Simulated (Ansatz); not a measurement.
# Quasiparticle gap of GaN (P6_3mc), part 2 of 2

Aim: the quasiparticle gap of GaN (P6_3mc), starting from HSE06.

Ansatz 0.2.0; HSE06, then G0W0 on it, plane waves, PAW. Known limits of the many-body steps: finite bands, screening cutoff and k mesh; no spin-orbit coupling in G0W0; d shells not analysed.

So far. Step 2 (The starting point: HSE06): Over mesh and listed points the gap is 3.233 eV, direct, at k = Γ.

The database entry behind the starting cell differs from later determinations by our own check (about 0.3 % short, ideal inner coordinate), so it need not match the best structure at ambient conditions.

In doubt: masses and optical values from hybrid runs of this build are listed as unsure (step 3), which bears on the screening that GW takes from such a start.

**3. One-shot GW**

G0W0 replaces the xc potential by a self-energy built once from the orbitals of the start. Levels are corrected in the window of bands that the input names, at points of the mesh.

This step: G0W0 on HSE06, plane waves, PAW.

The input, input.yaml:

```yaml
crystal:
  lattice:
    - [3.18, 0.0, 0.0]
    - [-1.59, 2.753960784, 0.0]
    - [0.0, 0.0, 5.166]
  atoms:
    - { symbol: Ga, position: [0.3333333333, 0.6666666667, 0.0] }
    - { symbol: Ga, position: [0.6666666667, 0.3333333333, 0.5] }
    - { symbol: "N", position: [0.3333333333, 0.6666666667, 0.375] }
    - { symbol: "N", position: [0.6666666667, 0.3333333333, 0.875] }
kpoints:
  mp_grid: { grid: [6, 6, 4] }
hamiltonian:
  xc: hse06
scf:
  occupations: { method: fixed }
gw:
  n_empty_bands: 135
  ecut_chi: 120
  qp_bands: [v2, c2]
  qp_kpoints: band_edges
  screening: { model: contour_deformation }
```

Started as:

```
ansatz run input.yaml --threads 3 --pin off --max-ram 92160MiB --backend cuda --events-out ev --progress --plain --runs-dir out --devices 1 --max-vram 13GiB  # rebuilt from the run's record
```

Numbers of over 12 decimals in the logs are rounded to 6 here.

The log of the run:

```text
GPUs: using 1 of 1 available (devices: 1).
[...]
GPU FFT provider: cuFFT
GPU libraries: cuBLAS 13.8.2, cuFFT 12.4.0, cuSOLVER 12.3.4
Crystal: 4 atoms, lattice volume = 45.242 Å³
Basis set: ecut = 420 eV, 881 PW (Γ)
Bands: 22, of which v1, the nominal top of the filled ones, is band 18 counted from 1 (17 counted from 0)
Symmetry: 12 space group operations
[...]
k-points: 21 of 144 (time reversal used)
[...]
GPU buffer pool allocated for 20736 grid points (all kernels)
[...]
SCF iter   1: F=—  HF=-8335.799793 eV  |F-HF|=—  |Δ(HF+E_count)|=         —  Δρ=9.11e-4  dr2=2.10e-4  ethr=1.77e-3  ⟨swp⟩=2.0  Hψ=3174  notcnv=0
[...]
SCF iter   2: F=-8335.800176 eV  HF=-8335.800112 eV  |F-HF|=6.34e-5  |Δ(HF+E_count)|=   3.19e-4  Δρ=4.50e-4  dr2=5.42e-5  ethr=5.84e-7  ⟨swp⟩=5.0  Hψ=1867  notcnv=0
SCF 1 stopped early in 2 iterations: F = -8335.800176 eV  dr2 = 5.42e-5
[...]
GPU FFT provider: cuFFT
GPU libraries: cuBLAS 13.8.2, cuFFT 12.4.0, cuSOLVER 12.3.4
[...]
GPU buffer pool allocated for 20736 grid points (all kernels)
[...]
Frozen-core exchange: fock
SCF iter   1: F=—  HF=-8336.828210 eV  |F-HF|=—  |Δ(HF+E_count)|=         —  Δρ=1.75e-2  dr2=5.46e-2  ethr=1.51e-6  ⟨swp⟩=7.5  Hψ=2554  notcnv=0
[...]
SCF iter   6: F=-8336.817259 eV  HF=-8336.817284 eV  |F-HF|=2.47e-5  |Δ(HF+E_count)|=   2.88e-4  Δρ=2.80e-4  dr2=1.51e-5  ethr=1.82e-7  ⟨swp⟩=4.0  Hψ=1609  notcnv=0
SCF 2 stopped early in 6 iterations: F = -8336.817259 eV  dr2 = 1.51e-5
[...]
hybrid outer 1: dexx = +1.819e-2 eV, tail = 1.19e-4 eV
GPU FFT provider: cuFFT
GPU libraries: cuBLAS 13.8.2, cuFFT 12.4.0, cuSOLVER 12.3.4
GPU buffer pool allocated for 20736 grid points (all kernels)
[...]
Frozen-core exchange: fock
SCF iter   1: F=—  HF=-8336.816656 eV  |F-HF|=—  |Δ(HF+E_count)|=         —  Δρ=1.09e-4  dr2=6.32e-6  ethr=1.66e-6  ⟨swp⟩=3.0  Hψ=1092  notcnv=0
[...]
SCF iter   5: F=-8336.816661 eV  HF=-8336.816661 eV  |F-HF|=7.11e-9  |Δ(HF+E_count)|=   8.82e-9  Δρ=2.29e-6  dr2=7.89e-9  ethr=3.55e-11  ⟨swp⟩=3.0  Hψ=1417  notcnv=0
SCF 3 converged in 5 iterations: F = -8336.816661 eV  dr2 = 7.89e-9
[...]
NSCF: frozen V_eff on 21 k-points
Exchange-term sweep: 0 of 21 (spin, k) points
Exchange-term sweep: 2 of 21 (spin, k) points
Exchange-term sweep: 3 of 21 (spin, k) points
Exchange-term sweep: 4 of 21 (spin, k) points
Exchange-term sweep: 5 of 21 (spin, k) points
Exchange-term sweep: 6 of 21 (spin, k) points
Exchange-term sweep: 7 of 21 (spin, k) points
Exchange-term sweep: 8 of 21 (spin, k) points
Exchange-term sweep: 9 of 21 (spin, k) points
Exchange-term sweep: 10 of 21 (spin, k) points
Exchange-term sweep: 11 of 21 (spin, k) points
Exchange-term sweep: 12 of 21 (spin, k) points
Exchange-term sweep: 13 of 21 (spin, k) points
Exchange-term sweep: 14 of 21 (spin, k) points
Exchange-term sweep: 15 of 21 (spin, k) points
Exchange-term sweep: 16 of 21 (spin, k) points
Exchange-term sweep: 17 of 21 (spin, k) points
Exchange-term sweep: 18 of 21 (spin, k) points
Exchange-term sweep: 19 of 21 (spin, k) points
Exchange-term sweep: 20 of 21 (spin, k) points
Exchange-term sweep: 21 of 21 (spin, k) points
G₀W₀ screening: q 1/21
[... further progress lines ...]
[...]
Free energy (F): -8336.816661 eV
Frozen-core exchange: fock
[...]
Internal energy: -8336.816661 eV  (E = F + TS)
E sigma→0 (E₀):  -8336.816661 eV
Fermi energy:    9.018885 eV
[...]
--- Band table (eV; the first three rows and the last of 21) ---
  k-point 0: bands = [... 14 lower, 7.8713, 8.9611, 9.0189, 9.0189, 12.2519, 14.7546]
  k-point 1: bands = [... 14 lower, 8.0311, 8.0311, 8.8427, 8.8427, 13.4452, 14.8673]
  k-point 2: bands = [... 14 lower, 8.4293, 8.4293, 8.4293, 8.4293, 14.7230, 14.7230]
  k-point 20: bands = [... 14 lower, 4.4756, 4.4756, 7.4071, 7.4071, 16.9825, 16.9825]
  guard bands above this table: 2 of the run's 22 bands. The solve was not asked for them (output.publish_guard_bands: true or output.eigenvalues: true publishes all)
--- G₀W₀: contour deformation, 6 samples at zero and on the imaginary axis and 2 off it, 144 q-points, 135 empty bands' worth ---
  eigenvalues of the whole cell's RPA ε∞ on this k-mesh (on a slab, of 1 + 4πα/V) = 4.5146, 4.5146, 4.5262; static W/v taken at q = 0 is 0.221345
  bands read: the sum over 153 bands ends inside a degenerate multiplet in 8 slots, whose members it reads at an even weight; the widest, k=2: bands 153 to 156 (counted from 1) at 1/4 each
  gw.qp_kpoints: band_edges: 15 of 21 stored k-points solved, in 1 pass; an edge of the gap read off the rows below is read off those points alone
    valence top: of the k-points left out ik 12 came nearest to being solved in a further pass, in band 18 (counted from 1, as in the quasiparticle table): it holds the edge there only if its correction is more favourable than any solved in that band by at least 1.000 eV; those differ by 0.181 eV
    conduction bottom: of the k-points left out ik 13 came nearest to being solved in a further pass, in band 19 (counted from 1, as in the quasiparticle table): it holds the edge there only if its correction is more favourable than any solved in that band by at least 2.884 eV; those differ by 0.357 eV
    ik  band        ε_KS         Σx   Σc(E_QP)       V_xc       Z   E_QP_lin       E_QP  E_QP is
     0    17      9.0189   -23.7007     2.8682   -20.8177  0.8038     9.0041     9.0041  root
     0    18      9.0189   -23.7007     2.8682   -20.8177  0.8038     9.0041     9.0041  root
     0    19     12.2519   -10.8815    -3.6330   -14.9617  0.8346    12.7003    12.6992  root
     0    20     14.7546    -9.7064    -4.2113   -14.3703  0.8394    15.2085    15.2072  root
     1    17      8.8427   -23.5716     2.9005   -20.6445  0.8034     8.8161     8.8161  root
     1    18      8.8427   -23.5716     2.9005   -20.6445  0.8034     8.8161     8.8161  root
     1    19     13.4452   -11.3431    -3.6579   -15.5014  0.8277    13.9471    13.9456  root
     1    20     14.8673    -9.6792    -4.2298   -14.3674  0.8369    15.3272    15.3258  root
     2    17      8.4293   -23.2505     2.9660   -20.2326  0.8025     8.3775     8.3775  root
     2    18      8.4293   -23.2505     2.9660   -20.2326  0.8025     8.3775     8.3775  root
     2    19     14.7230   -10.2844    -4.1188   -14.8963  0.8281    15.2179    15.2162  root
     2    20     14.7230   -10.2844    -4.1188   -14.8963  0.8281    15.2179    15.2162  root
     3    17      8.6474   -23.2792     2.8812   -20.3612  0.8035     8.6106     8.6106  root
     3    18      8.7619   -23.4707     2.9089   -20.5315  0.8032     8.7316     8.7316  root
     3    19     13.8016   -11.1999    -3.7338   -15.4406  0.8265    14.3100    14.3084  root
     3    20     16.1110    -9.9137    -4.3855   -14.8040  0.8312    16.6177    16.6159  root
     4    17      8.2466   -23.0127     2.9509   -19.9957  0.8025     8.1805     8.1806  root
     4    18      8.5302   -23.2815     2.9418   -20.2929  0.8027     8.4833     8.4833  root
     4    19     14.4165   -10.7768    -3.9025   -15.1798  0.8250    14.9188    14.9171  root
     4    20     16.1921    -9.8751    -4.4247   -14.8064  0.8275    16.7006    16.6987  root
     5    17      8.0026   -22.8614     3.0153   -19.7672  0.8014     7.9235     7.9236  root
     5    18      8.0026   -22.8614     3.0153   -19.7672  0.8014     7.9235     7.9236  root
     5    19     15.6645   -10.0909    -4.2692   -14.8550  0.8216    16.1612    16.1594  root
     5    20     15.6645   -10.0909    -4.2692   -14.8550  0.8216    16.1612    16.1594  root
     6    17      7.6300   -22.3083     2.9826   -19.2196  0.8014     7.5238     7.5239  root
     6    18      8.2195   -23.0031     2.9915   -19.9506  0.8017     8.1585     8.1585  root
     6    19     15.3068    -9.2607    -4.1737   -13.8383  0.8314    15.7119    15.7107  root
     6    20     16.2518    -9.2652    -4.3666   -14.0641  0.8369    16.6856    16.6842  root
     7    17      7.7278   -22.5956     3.0304   -19.4755  0.8007     7.6381     7.6382  root
     7    18      7.9162   -22.7493     3.0277   -19.6408  0.8010     7.8353     7.8354  root
     7    19     14.7940    -8.8309    -4.0888   -13.2698  0.8385    15.1449    15.1441  root
     7    20     16.1388    -8.3843    -4.2983   -13.0160  0.8374    16.4730    16.4722  root
     8    17      7.2489   -22.2247     3.1172   -18.9908  0.7988     7.1321     7.1322  root
     8    18      7.2489   -22.2247     3.1172   -18.9908  0.7988     7.1321     7.1322  root
     8    19     15.2388    -8.6288    -4.1252   -13.0868  0.8380    15.5723    15.5716  root
     8    20     15.2388    -8.6288    -4.1252   -13.0868  0.8380    15.5723    15.5716  root
     9    17      6.6112   -21.3978     3.0708   -18.1509  0.7987     6.4348     6.4351  root
     9    18      7.9542   -22.7745     3.0288   -19.6725  0.8009     7.8810     7.8811  root
     9    19     15.3860    -8.1167    -4.1413   -12.5311  0.8463    15.6596    15.6591  root
     9    20     16.0319    -9.4701    -4.1970   -14.0545  0.8324    16.4204    16.4193  root
[...]
17    17      7.2240   -22.0974     3.0851   -18.9071  0.7988     7.1187     7.1189  root
    17    18      7.2240   -22.0974     3.0851   -18.9071  0.7988     7.1187     7.1189  root
    17    19     15.8300    -8.9288    -4.1752   -13.4577  0.8353    16.1846    16.1837  root
    17    20     15.8300    -8.9288    -4.1752   -13.4577  0.8353    16.1846    16.1837  root
    18    17      5.7501   -21.3522     3.3120   -17.8570  0.7916     5.5665     5.5669  root
    18    18      6.0771   -21.6537     3.3019   -18.1561  0.7939     5.8810     5.8814  root
    18    19     15.3075    -6.9535    -3.9908   -11.0941  0.8482    15.4574    15.4572  root
    18    20     18.7087   -10.8125    -5.0363   -16.5233  0.8032    19.3878    19.3832  root
    20    17      7.4071   -22.2388     3.0785   -19.0709  0.7990     7.3177     7.3178  root
    20    18      7.4071   -22.2388     3.0785   -19.0709  0.7990     7.3177     7.3178  root
    20    19     16.9825    -8.9665    -4.4617   -13.8289  0.8362    17.3844    17.3832  root
    20    20     16.9825    -8.9665    -4.4617   -13.8289  0.8362    17.3844    17.3832  root
```

Run time: 35 s. Hardware: 1 × NVIDIA H100 80GB HBM3 (shared by 6 runs) with 3 threads of AMD EPYC 7R13 (Zen 3), shared host; peak memory 1.6 GiB.

Numbers from this step:

```
bands summed                                    : 153
RPA ε∞ on this mesh (eigenvalues)               : 4.515, 4.515, 4.526
plane waves in the screening matrix             : 135
q-points in the mesh                            : 144
G0W0 gap over the corrected points              : 3.695 eV
k of the valence top                            : 0, 0, 0
k of the conduction bottom                      : 0, 0, 0
starting gap on the mesh                        : 3.233 eV
Z at the valence top                            : 0.8038
Z at the conduction bottom                      : 0.8346
least direct G0W0 gap over the corrected points : 3.695 eV
```

Over 15 of 21 irreducible mesh points the G0W0 gap is 3.695 eV, direct, at k = Γ. The HSE06 gap of this run on the mesh is 3.233 eV. The two states that bound the G0W0 gap lie that far apart at the start, so the correction of the gap is 3.695 − 3.233 = +0.462 eV.

Labels follow the order of the start: v1 is the top filled band, c1 the lowest empty one; levels that stay degenerate share a row, the window can cut a multiplet, doubted levels are not marked in this list, bands outside the window were not corrected, and the list may be a part of the corrected levels. The levels before and after the correction (eV, zero at the valence-band top of each column):

```
       conduction bottom  valence top
HSE06               3.23         0.00
 G0W0               3.70         0.00
```

```
         level  occupation  energy (eV)
HSE06  Γ v2-v1           2        0.000
HSE06     Γ c1           0        3.233
HSE06     Γ c2           0        5.736
 G0W0  Γ v2-v1           2        0.000
 G0W0     Γ c1           0        3.695
 G0W0     Γ c2           0        6.203
```

The parts of the quasiparticle energy for the two states that bound the G0W0 gap, in eV on the run's own scale (QP = start + Σx + Σc − Vxc, with Σc at the quasiparticle energy):

```csv
edge,k,band,start,Σx,Σc,Vxc,Z,QP
valence top,Γ,17,9.019,−23.701,2.868,−20.818,0.804,9.004
conduction bottom,Γ,19,12.252,−10.882,−3.633,−14.962,0.835,12.699
```

For a hybrid start, Vxc holds its share of exact exchange.

**4. Side by side**

Each gap is the least one over the points named; times are wall times on shared hosts, not benchmarks. A G0W0 time includes the run's own self-consistent start. Runs with listed points see these and the mesh alone, so an edge that moves elsewhere is missed.

| level | mesh | files, cutoff | bands summed, screening | points | gap (eV) | valence top | conduction bottom | least direct gap (eV) | time |
| --- | --- | --- | --- | --- | --- | --- | --- | --- | --- |
| HSE06 | 6×6×4 | soft_2 PAW, 420 eV | - | mesh and listed points | 3.233 | Γ | Γ | 3.233 | 23 s |
| G0W0@HSE06 | 6×6×4 | soft_2 PAW, 420 eV | 153, 120 eV | 15 of 21 irreducible mesh points | 3.695 | Γ | Γ | 3.695 | 35 s |

**5. Outcome**

```
HSE06 gap over mesh and listed points                : 3.233 eV, direct, at k = Γ
G0W0@HSE06 gap over 15 of 21 irreducible mesh points : 3.695 eV, direct, at k = Γ
GW settings                                          : 6×6×4 mesh, 135 empty bands, screening to 120 eV
known limits                                         : finite bands, screening cutoff and k mesh; no spin-orbit coupling in G0W0; d shells not analysed
```

**Reading.** Over 15 of 21 irreducible mesh points the G0W0 gap is 3.695 eV, direct, at k = Γ. The HSE06 gap of this run on the mesh is 3.233 eV. The two states that bound the G0W0 gap lie that far apart at the start, so the correction of the gap is 3.695 − 3.233 = +0.462 eV. The valence state moves by 9.004 − 9.019 = −0.015 eV and the conduction state by 12.699 − 12.252 = +0.447 eV, on the run's own scale; how far single levels stand from their limit in bands is not shown. Both edges that HSE06 shows over mesh and listed points lie at k points where levels were corrected. Levels at other points were not corrected, so a lower G0W0 gap elsewhere in the zone is not ruled out. No second run with other bands and screening cutoff is shown, so the distance to the basis limit is not known. On another start, G0W0@PBE runs of this series (6×6×4 mesh, soft_2 PAW; not shown as steps) give 2.968 eV with 65 bands and 60 eV, 3.104 eV with 153 bands and 120 eV and 3.119 eV with 308 bands and 200 eV. G0W0 on other starts in this series, not shown as steps and not all at these settings: 3.104 eV on PBE (6×6×4, soft_2 PAW, 153 bands, 120 eV) and 3.142 eV on LDA (6×6×4, soft_2 PAW, 153 bands, 120 eV). Two runs of this series at another level, not shown as steps, test spin-orbit coupling. PBE+SOC against PBE: 1.962 − 1.964 = −0.002 eV, with the same mesh, set of files (read in its fully relativistic form for the spin-orbit run) and cutoff, and both edges at the same k points. The spin-orbit run sees mesh and listed points alone, so its gap is an upper bound: the coupling can move an edge off these points, the more so as this crystal has no centre of inversion, and the change over the zone, its sign included where it is small, is not known. What spin-orbit coupling does to the G0W0 levels was not computed, so no sum with the G0W0 gap is formed. The G0W0 runs are scalar-relativistic. One-shot GW is known to converge slowly in bands for compounds with shallow d shells. The cell holds Ga; the filling of the d shell and its place against the gap were not analysed here. No pair of G0W0 runs that differ in the mesh alone is shown (6×6×4 is a supercell whose nearest images lie 19 Å apart), so the error from the mesh is not known here. G0W0 is shown with one set of atomic data (soft_2 PAW), so the error from the files is not known here.

[Paths, hosts, dates, memory and timing lines, banners, echoed tables and standing remarks are left out of the program output.]

[Logs are printed without paths, hosts, clocks, repeated set-up lines and the standing remarks that a program may print on its own settings, such as how far it seeks lower states.]

[Runs of the session that timed out or met a known fault of the program may be left out.]

[Cells called generated may have been cut or substituted from an entry of the Crystallography Open Database or the Materials Project.]

[Hosts, paths, dates, database ids (printed as entryN), source tags and the programs' standing remarks are cut or masked in the printed files.]

[Where an RPA ε∞ is given, it is that of the G0W0 mesh and is not shown converged in it. Names of k-points follow the symmetry that the program found, which can be lower than the space group named. Band edges on a path are those of the sampled points; other points can move an edge, and change direct to indirect where valleys lie close.]

[Hybrid gaps are those of their k-mesh and are not shown converged in it.]
